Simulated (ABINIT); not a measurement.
# InSnH3 (Pm-3m): phonons by linear response, part 4 of 5

How does InSnH3 (Pm-3m) vibrate, and is this structure a minimum?

ABINIT 10.8.3; DFT LDA, scalar-relativistic, plane waves, HGH norm-conserving pseudopotentials.

So far. Step 7 (Zone-centre response): The acoustic modes at Γ come out as far as 0.1 cm⁻¹ from zero, where they should vanish, a small numerical error. The lowest optical mode is imaginary, 331i cm⁻¹, an instability at this level and on this k mesh. Step 8 (Zone-centre analysis): The rule moves no optical mode by more than 0.1 cm⁻¹. The relaxed cell has a = 4.086 Å (conventional setting).

The structure was built from a prototype and need not be the compound's stable phase.

**9. Phonons on a q mesh**

Linear response treats each wavevector in the unit cell, with no supercell; the 2×2×2 mesh fixes the range of the force constants to be had.

File dfpt_q.abi:

```
ndtset 3

# wavevectors
qpt1 0.5 0.0 0.0
qpt2 0.5 0.5 0.0
qpt3 0.5 0.5 0.5

# displacements
getwfk_filepath "gso_WFK"
getwfq_filepath "gso_WFK"
kptopt 3
nqpt 1
rfphon 1
rfatpol 1 5
rfdir 1 1 1
tolvrs 1.0d-10
prtwf 0

# basis, mesh and filling
ecut 35.0
ixc 7
ngkpt 6 6 6
nshiftk 1
shiftk 0.0 0.0 0.0
istwfk *1
occopt 6
tsmear 0.01
nband 11
nstep 100
diemac 1000000.0
prtebands 0
prtgsr 0
useylm 1

# cell and atoms
acell 3*1.0 Angstrom
rprim 
    4.085917355 0.0 0.0
    0.0 4.085917355 0.0
    0.0 0.0 4.085917355
ntypat 3
znucl 49 50 1
natom 5
typat 1 2 3 3 3
xred 
    0.0 0.0 0.0
    0.5 0.5 0.5
    0.5 0.5 0.0
    0.5 0.0 0.5
    0.0 0.5 0.5
pp_dirpath "./pseudo"
pseudos "In.hgh, Sn.hgh, H.hgh"
```

The run is started by

```console
> OMP_NUM_THREADS=1 mpirun -n 2 abinit dfpt_q.abi > dfpt_q.log
```

Numbers of over 12 decimals in the logs are rounded to 6 here.

dfpt_q.abo, the main output file:

```text
[banners, grids, parts of the stress and lines that vanish by symmetry left out]
- input  file    -> dfpt_q.abi
- output file    -> dfpt_q.abo
- root for input  files -> dfpt_qi
[...]
DATASET    1 : space group Pm -3 m (#221); Bravais cP (primitive cubic)
[...]
nfft =       91125          nkpt =         216
[...]
DATASET    2 : space group Pm -3 m (#221); Bravais cP (primitive cubic)
[...]
nfft =       91125          nkpt =         216
[...]
DATASET    3 : space group Pm -3 m (#221); Bravais cP (primitive cubic)
[...]
nfft =       91125          nkpt =         216
[...]
== DATASET  1 ==================================================================
[...]
cutoff_energies: {ecut:  35.0, pawecutdg:  -1.0, }
[...]
Exchange-correlation functional for the present dataset will be:
  LDA: Perdew-Wang 92 LSD fit to Ceperley-Alder data - ixc=7
[...]
Perturbation : displacement of atom   1   along direction   1
[...]
-ETOT  1   644.19519347225      5.935E+02 7.416E+01 1.057E+07
 ETOT  2   26.154492861288     -6.180E+02 6.187E+01 3.248E+05
 ETOT  3   1.582016     -2.457E+01 4.262E-02 1.856E+04
 ETOT  4  0.430219     -1.152E+00 1.528E-01 2.530E+01
 ETOT  5  0.426605     -3.615E-03 3.495E-03 1.190E+00
[...]
At SCF step   11       vres2   =  5.33E-12 < tolvrs=  1.00E-10 =>converged.
[...]
Perturbation : displacement of atom   1   along direction   2
[...]
-ETOT  1   2.465858     -3.128E+01 1.737E-01 1.034E+04
[...]
At SCF step    9       vres2   =  5.80E-12 < tolvrs=  1.00E-10 =>converged.
[...]
Perturbation : displacement of atom   2   along direction   1
[...]
-ETOT  1   707.12195553986      6.082E+02 1.358E+00 1.179E+07
[...]
At SCF step   11       vres2   =  4.04E-12 < tolvrs=  1.00E-10 =>converged.
[...]
Perturbation : displacement of atom   2   along direction   2
[...]
-ETOT  1   6.674321     -6.218E+01 5.345E-01 3.548E+04
[...]
At SCF step   10       vres2   =  3.55E-12 < tolvrs=  1.00E-10 =>converged.
[...]
Perturbation : displacement of atom   3   along direction   1
[...]
-ETOT  1   65.917214790212      3.959E+00 5.401E-01 1.113E+06
[...]
Perturbation : displacement of atom   3   along direction   2
[...]
-ETOT  1   3.273782     -5.680E+01 1.306E+00 1.535E+04
[...]
Perturbation : displacement of atom   3   along direction   3
[...]
-ETOT  1   4.153852     -6.051E+01 6.842E-01 2.302E+04
[...]
Perturbation : displacement of atom   5   along direction   1
[...]
-ETOT  1   132.97264494655      6.643E+01 1.746E+00 2.077E+06
[...]
Perturbation : displacement of atom   5   along direction   2
[...]
-ETOT  1   2.769189     -5.731E+01 4.023E-01 1.471E+04
[...]
Phonon wavevector (reduced coordinates) :  0.50000  0.00000  0.00000
 Phonon energies in Hartree :
[...]
Phonon frequencies in cm-1    :
- -7.492805E+02 -7.492805E+02 -4.333394E+02 -3.427211E+02 -3.427211E+02
- -2.251743E+02  2.838283E+01  2.838283E+01  3.829140E+01  4.514986E+01
-  4.514986E+01  1.294998E+02  3.132557E+02  3.132557E+02  9.382581E+02
[...]
== DATASET  2 ==================================================================
[...]
cutoff_energies: {ecut:  35.0, pawecutdg:  -1.0, }
[...]
Exchange-correlation functional for the present dataset will be:
  LDA: Perdew-Wang 92 LSD fit to Ceperley-Alder data - ixc=7
[...]
Perturbation : displacement of atom   1   along direction   1
[...]
-ETOT  1   62.150428456929      1.964E+01 2.197E-01 5.711E+05
[...]
Perturbation : displacement of atom   1   along direction   3
[...]
-ETOT  1   1.290213     -3.186E+01 2.190E+00 5.434E+03
[...]
Perturbation : displacement of atom   2   along direction   1
[...]
-ETOT  1   157.78988711312      7.335E+01 1.769E+00 1.371E+06
[...]
Perturbation : displacement of atom   2   along direction   3
[...]
-ETOT  1   4.728178     -6.307E+01 5.340E-01 2.268E+04
[...]
Perturbation : displacement of atom   3   along direction   1
[...]
-ETOT  1   17.518213399648     -4.353E+01 5.069E-01 1.597E+05
[...]
Perturbation : displacement of atom   3   along direction   3
[...]
-ETOT  1   4.804567     -5.979E+01 5.298E-01 1.888E+04
[...]
Perturbation : displacement of atom   4   along direction   1
[...]
-ETOT  1   15.843273168270     -4.521E+01 4.673E-01 1.452E+05
[...]
Perturbation : displacement of atom   4   along direction   2
[...]
-ETOT  1   29.669030687695     -3.597E+01 2.277E+00 2.391E+05
[...]
Perturbation : displacement of atom   4   along direction   3
[...]
-ETOT  1   2.768468     -5.724E+01 9.670E-01 1.189E+04
[...]
Phonon wavevector (reduced coordinates) :  0.50000  0.50000  0.00000
 Phonon energies in Hartree :
[...]
Phonon frequencies in cm-1    :
- -1.896431E+02 -3.100798E+01  2.653268E+01  2.653268E+01  3.050387E+01
-  1.137192E+02  1.137192E+02  1.580155E+02  1.580155E+02  2.131795E+02
-  2.628999E+02  2.628999E+02  3.948232E+02  7.023235E+02  1.007591E+03
[...]
== DATASET  3 ==================================================================
[...]
cutoff_energies: {ecut:  35.0, pawecutdg:  -1.0, }
[...]
Exchange-correlation functional for the present dataset will be:
  LDA: Perdew-Wang 92 LSD fit to Ceperley-Alder data - ixc=7
[...]
Perturbation : displacement of atom   1   along direction   1
[...]
-ETOT  1   15.621097169741     -2.377E+01 2.017E-01 1.036E+05
[...]
Perturbation : displacement of atom   2   along direction   1
[...]
-ETOT  1   55.998985809414     -2.289E+01 7.470E-01 3.414E+05
[...]
Perturbation : displacement of atom   3   along direction   1
[...]
-ETOT  1   7.724725     -5.298E+01 4.829E+00 5.188E+04
[...]
At SCF step    9       vres2   =  1.04E-11 < tolvrs=  1.00E-10 =>converged.
[...]
Perturbation : displacement of atom   3   along direction   3
[...]
-ETOT  1   15.838599170061     -4.945E+01 1.144E+00 9.030E+04
[...]
ETOT  7   1.806802     -7.277E-11 2.977E+00 8.873E-09
 ETOT  8   1.806802      9.237E-14 3.522E+00 6.913E-11
 At SCF step    8       vres2   =  6.91E-11 < tolvrs=  1.00E-10 =>converged.
[...]
Phonon wavevector (reduced coordinates) :  0.50000  0.50000  0.50000
 Phonon energies in Hartree :
[...]
Phonon frequencies in cm-1    :
- -1.277899E+02 -1.277899E+02 -1.277899E+02  5.770241E+01  5.770241E+01
-  5.770241E+01  1.308885E+02  1.308885E+02  1.308885E+02  3.777533E+02
-  3.777533E+02  3.777533E+02  6.832614E+02  9.789609E+02  9.789609E+02
[...]
strten2     0.0000000000E+00  0.0000000000E+00  0.0000000000E+00
           strten3     0.0000000000E+00  0.0000000000E+00  0.0000000000E+00
================================================================================
```

Run time: 40 min. Hardware: 2 MPI ranks of Intel Xeon at 2.70GHz, shared host.

Read from the output:

| Quantity | Value |
| --- | --- |
| lowest mode on the q mesh (acoustic ones at the zone centre apart) | -749.3 cm⁻¹ |

Frequencies (cm⁻¹) before the sum rule at the irreducible wavevectors but Γ, which is solved apart; negative means imaginary. Frequencies by wavevector:

| q (fractions) | star | mode 1 | mode 2 | mode 3 | mode 4 | mode 13 | mode 14 | mode 15 |
| --- | --- | --- | --- | --- | --- | --- | --- | --- |
| 0.5 0 0 | 3 | -749.3 | -749.3 | -433.3 | -342.7 | 313.3 | 313.3 | 938.3 |
| 0.5 0.5 0 | 3 | -189.6 | -31.01 | 26.53 | 26.53 | 394.8 | 702.3 | 1008 |
| 0.5 0.5 0.5 | 1 | -127.8 | -127.8 | -127.8 | 57.7 | 683.3 | 979 | 979 |

**10. Dispersion**

anaddb transforms the dynamical matrices to force constants and back along the path; points of the mesh come back as solved, but for the sum rule and, in polar crystals, the LO-TO term at Γ; the rest is interpolation.

File anaddb.abi:

```
ddb_filepath "all_DDB"
output_file "anaddb.abo"
outdata_prefix "anaddb"
ifcflag 1
ngqpt 2 2 2
nqshft 1
q1shft 0.0 0.0 0.0
asr 1
chneut 0
dipdip 0
dipquad 0
quadquad 0
enunit 0
eivec 0
nph1l 62
qph1l 
    0.0 0.0 0.0 1.0
    0.0 0.05 0.0 1.0
    0.0 0.1 0.0 1.0
    0.0 0.15 0.0 1.0
    0.0 0.2 0.0 1.0
    0.0 0.25 0.0 1.0
    0.0 0.3 0.0 1.0
    0.0 0.35 0.0 1.0
    0.0 0.4 0.0 1.0
    0.0 0.45 0.0 1.0
    0.0 0.5 0.0 1.0
    0.05 0.5 0.0 1.0
    0.1 0.5 0.0 1.0
    0.15 0.5 0.0 1.0
    0.2 0.5 0.0 1.0
    0.25 0.5 0.0 1.0
    0.3 0.5 0.0 1.0
    0.35 0.5 0.0 1.0
    0.4 0.5 0.0 1.0
    0.45 0.5 0.0 1.0
    0.5 0.5 0.0 1.0
    0.45 0.45 0.0 1.0
    0.4 0.4 0.0 1.0
    0.35 0.35 0.0 1.0
    0.3 0.3 0.0 1.0
    0.25 0.25 0.0 1.0
    0.2 0.2 0.0 1.0
    0.15 0.15 0.0 1.0
    0.1 0.1 0.0 1.0
    0.05 0.05 0.0 1.0
    0.0 0.0 0.0 1.0
    0.05 0.05 0.05 1.0
    0.1 0.1 0.1 1.0
    0.15 0.15 0.15 1.0
    0.2 0.2 0.2 1.0
    0.25 0.25 0.25 1.0
    0.3 0.3 0.3 1.0
    0.35 0.35 0.35 1.0
    0.4 0.4 0.4 1.0
    0.45 0.45 0.45 1.0
    0.5 0.5 0.5 1.0
    0.45 0.5 0.45 1.0
    0.4 0.5 0.4 1.0
    0.35 0.5 0.35 1.0
    0.3 0.5 0.3 1.0
    0.25 0.5 0.25 1.0
    0.2 0.5 0.2 1.0
    0.15 0.5 0.15 1.0
    0.1 0.5 0.1 1.0
    0.05 0.5 0.05 1.0
    0.0 0.5 0.0 1.0
    0.5 0.5 0.5 1.0
    0.5 0.5 0.45 1.0
    0.5 0.5 0.4 1.0
    0.5 0.5 0.35 1.0
    0.5 0.5 0.3 1.0
    0.5 0.5 0.25 1.0
    0.5 0.5 0.2 1.0
    0.5 0.5 0.15 1.0
    0.5 0.5 0.1 1.0
    0.5 0.5 0.05 1.0
    0.5 0.5 0.0 1.0
```

File mrgddb.in:

```
all_DDB
merged
4
dfpt_gammao_DDB
dfpt_qo_DS1_DDB
dfpt_qo_DS2_DDB
dfpt_qo_DS3_DDB
```

The run is started by

```console
> mrgddb < mrgddb.in > mrgddb.log
> OMP_NUM_THREADS=1 anaddb anaddb.abi > anaddb.log
```

anaddb.abo, the main output file:

```text
[banners, grids, parts of the stress and lines that vanish by symmetry left out]
-outvars_anaddb: echo values of input variables ----------------------

 Flags :
[...]
Phonon wavevector (reduced coordinates) :  0.00000  0.00000  0.00000
 Phonon energies in Hartree :
[...]
Phonon frequencies in cm-1    :
- -3.305875E+02 -3.305875E+02 -3.305875E+02  0.000000E+00  0.000000E+00
-  0.000000E+00  6.323034E+01  6.323034E+01  6.323034E+01  2.241189E+02
-  2.241189E+02  2.241189E+02  2.612584E+02  2.612584E+02  2.612584E+02
[...]
Phonon wavevector (reduced coordinates) :  0.00000  0.05000  0.00000
 Phonon energies in Hartree :
[...]
Phonon frequencies in cm-1    :
- -3.466401E+02 -3.466401E+02 -2.949147E+02 -4.121579E+00 -4.121579E+00
-  1.786397E+01  6.220867E+01  6.220867E+01  6.437027E+01  2.107250E+02
-  2.193929E+02  2.193929E+02  2.586578E+02  2.586578E+02  2.591009E+02
[...]
Phonon wavevector (reduced coordinates) :  0.00000  0.10000  0.00000
 Phonon energies in Hartree :
[...]
Phonon frequencies in cm-1    :
- -3.896741E+02 -3.896741E+02 -1.669441E+02 -8.670125E+00 -8.670125E+00
-  3.848973E+01  5.877574E+01  5.877574E+01  7.204082E+01  1.658384E+02
-  1.974103E+02  1.974103E+02  2.573877E+02  2.573877E+02  2.620427E+02
[...]
Phonon wavevector (reduced coordinates) :  0.00000  0.15000  0.00000
 Phonon energies in Hartree :
[...]
Phonon frequencies in cm-1    :
- -4.488699E+02 -4.488699E+02 -1.835803E+01 -1.835803E+01  9.321994E+00
-  3.429127E+01  4.877969E+01  4.877969E+01  6.387888E+01  1.470053E+02
-  1.481364E+02  1.481364E+02  2.624274E+02  2.624274E+02  3.457955E+02
[...]
Phonon wavevector (reduced coordinates) :  0.00000  0.20000  0.00000
 Phonon energies in Hartree :
[...]
Phonon frequencies in cm-1    :
- -5.141427E+02 -5.141427E+02 -1.788783E+02 -8.835272E+01 -8.835272E+01
-  2.225798E+01  2.225798E+01  3.118025E+01  6.951771E+01  8.421424E+01
[...]
Phonon wavevector (reduced coordinates) :  0.00000  0.25000  0.00000
 Phonon energies in Hartree :
[...]
Phonon frequencies in cm-1    :
[...]
Phonon wavevector (reduced coordinates) :  0.00000  0.30000  0.00000
 Phonon energies in Hartree :
[...]
Phonon frequencies in cm-1    :
[...]
Phonon wavevector (reduced coordinates) :  0.00000  0.35000  0.00000
 Phonon energies in Hartree :
[...]
Phonon frequencies in cm-1    :
[...]
Phonon wavevector (reduced coordinates) :  0.00000  0.40000  0.00000
 Phonon energies in Hartree :
[...]
Phonon frequencies in cm-1    :
[...]
Phonon wavevector (reduced coordinates) :  0.00000  0.45000  0.00000
 Phonon energies in Hartree :
[...]
Phonon frequencies in cm-1    :
[...]
Phonon wavevector (reduced coordinates) :  0.00000  0.50000  0.00000
 Phonon energies in Hartree :
[...]
Phonon frequencies in cm-1    :
[...]
Phonon wavevector (reduced coordinates) :  0.05000  0.50000  0.00000
 Phonon energies in Hartree :
[...]
Phonon frequencies in cm-1    :
[...]
Phonon wavevector (reduced coordinates) :  0.10000  0.50000  0.00000
 Phonon energies in Hartree :
[...]
Phonon frequencies in cm-1    :
[...]
Phonon wavevector (reduced coordinates) :  0.15000  0.50000  0.00000
 Phonon energies in Hartree :
[...]
Phonon frequencies in cm-1    :
[...]
Phonon wavevector (reduced coordinates) :  0.25000  0.25000  0.25000
 Phonon energies in Hartree :
[...]
Phonon frequencies in cm-1    :
[...]
-  2.230509E+02  2.230509E+02  3.318535E+02  6.074435E+02  6.074435E+02
  Phonon wavevector (reduced coordinates) :  0.30000  0.30000  0.30000
 Phonon energies in Hartree :
[...]
Phonon frequencies in cm-1    :
- -2.033360E+02 -1.448797E+02 -1.448797E+02  3.968881E+01  4.027989E+01
-  4.027989E+01  9.691930E+01  9.966368E+01  9.966368E+01  2.812941E+02
-  2.812941E+02  2.936127E+02  4.372158E+02  7.516023E+02  7.516023E+02
  Phonon wavevector (reduced coordinates) :  0.35000  0.35000  0.35000
 Phonon energies in Hartree :
[...]
Phonon frequencies in cm-1    :
- -1.747374E+02 -1.221875E+02 -1.221875E+02  4.468432E+01  4.731302E+01
-  4.731302E+01  1.121585E+02  1.121585E+02  1.128600E+02  3.275890E+02
[...]
Phonon wavevector (reduced coordinates) :  0.40000  0.40000  0.40000
 Phonon energies in Hartree :
[...]
Phonon frequencies in cm-1    :
[...]
Phonon wavevector (reduced coordinates) :  0.45000  0.45000  0.45000
 Phonon energies in Hartree :
[...]
Phonon frequencies in cm-1    :
[...]
Phonon wavevector (reduced coordinates) :  0.50000  0.50000  0.50000
 Phonon energies in Hartree :
[...]
Phonon frequencies in cm-1    :
[...]
Phonon wavevector (reduced coordinates) :  0.50000  0.50000  0.05000
 Phonon energies in Hartree :
[...]
Phonon frequencies in cm-1    :
[...]
Phonon wavevector (reduced coordinates) :  0.50000  0.50000  0.00000
 Phonon energies in Hartree :
[...]
Phonon frequencies in cm-1    :
[...]
-  1.137249E+02  1.137249E+02  1.580519E+02  1.580519E+02  2.131845E+02
-  2.629247E+02  2.629247E+02  3.948397E+02  7.023250E+02  1.007592E+03
-
```

Wall time 0.75 s (1 thread).

Numbers from this step:

```
lowest frequency on the path : -749.3 cm⁻¹
```

(Part 4 of 5 ends here.)

[Host names and launcher messages were left out of these logs when they were recorded.]

[Logs are printed without paths, hosts, clocks, repeated set-up lines and the standing remarks that a program may print on its own settings, such as how far it seeks lower states.]

[Hosts, paths, dates, database ids (printed as entryN), source tags and the programs' standing remarks are cut or masked in the printed files.]
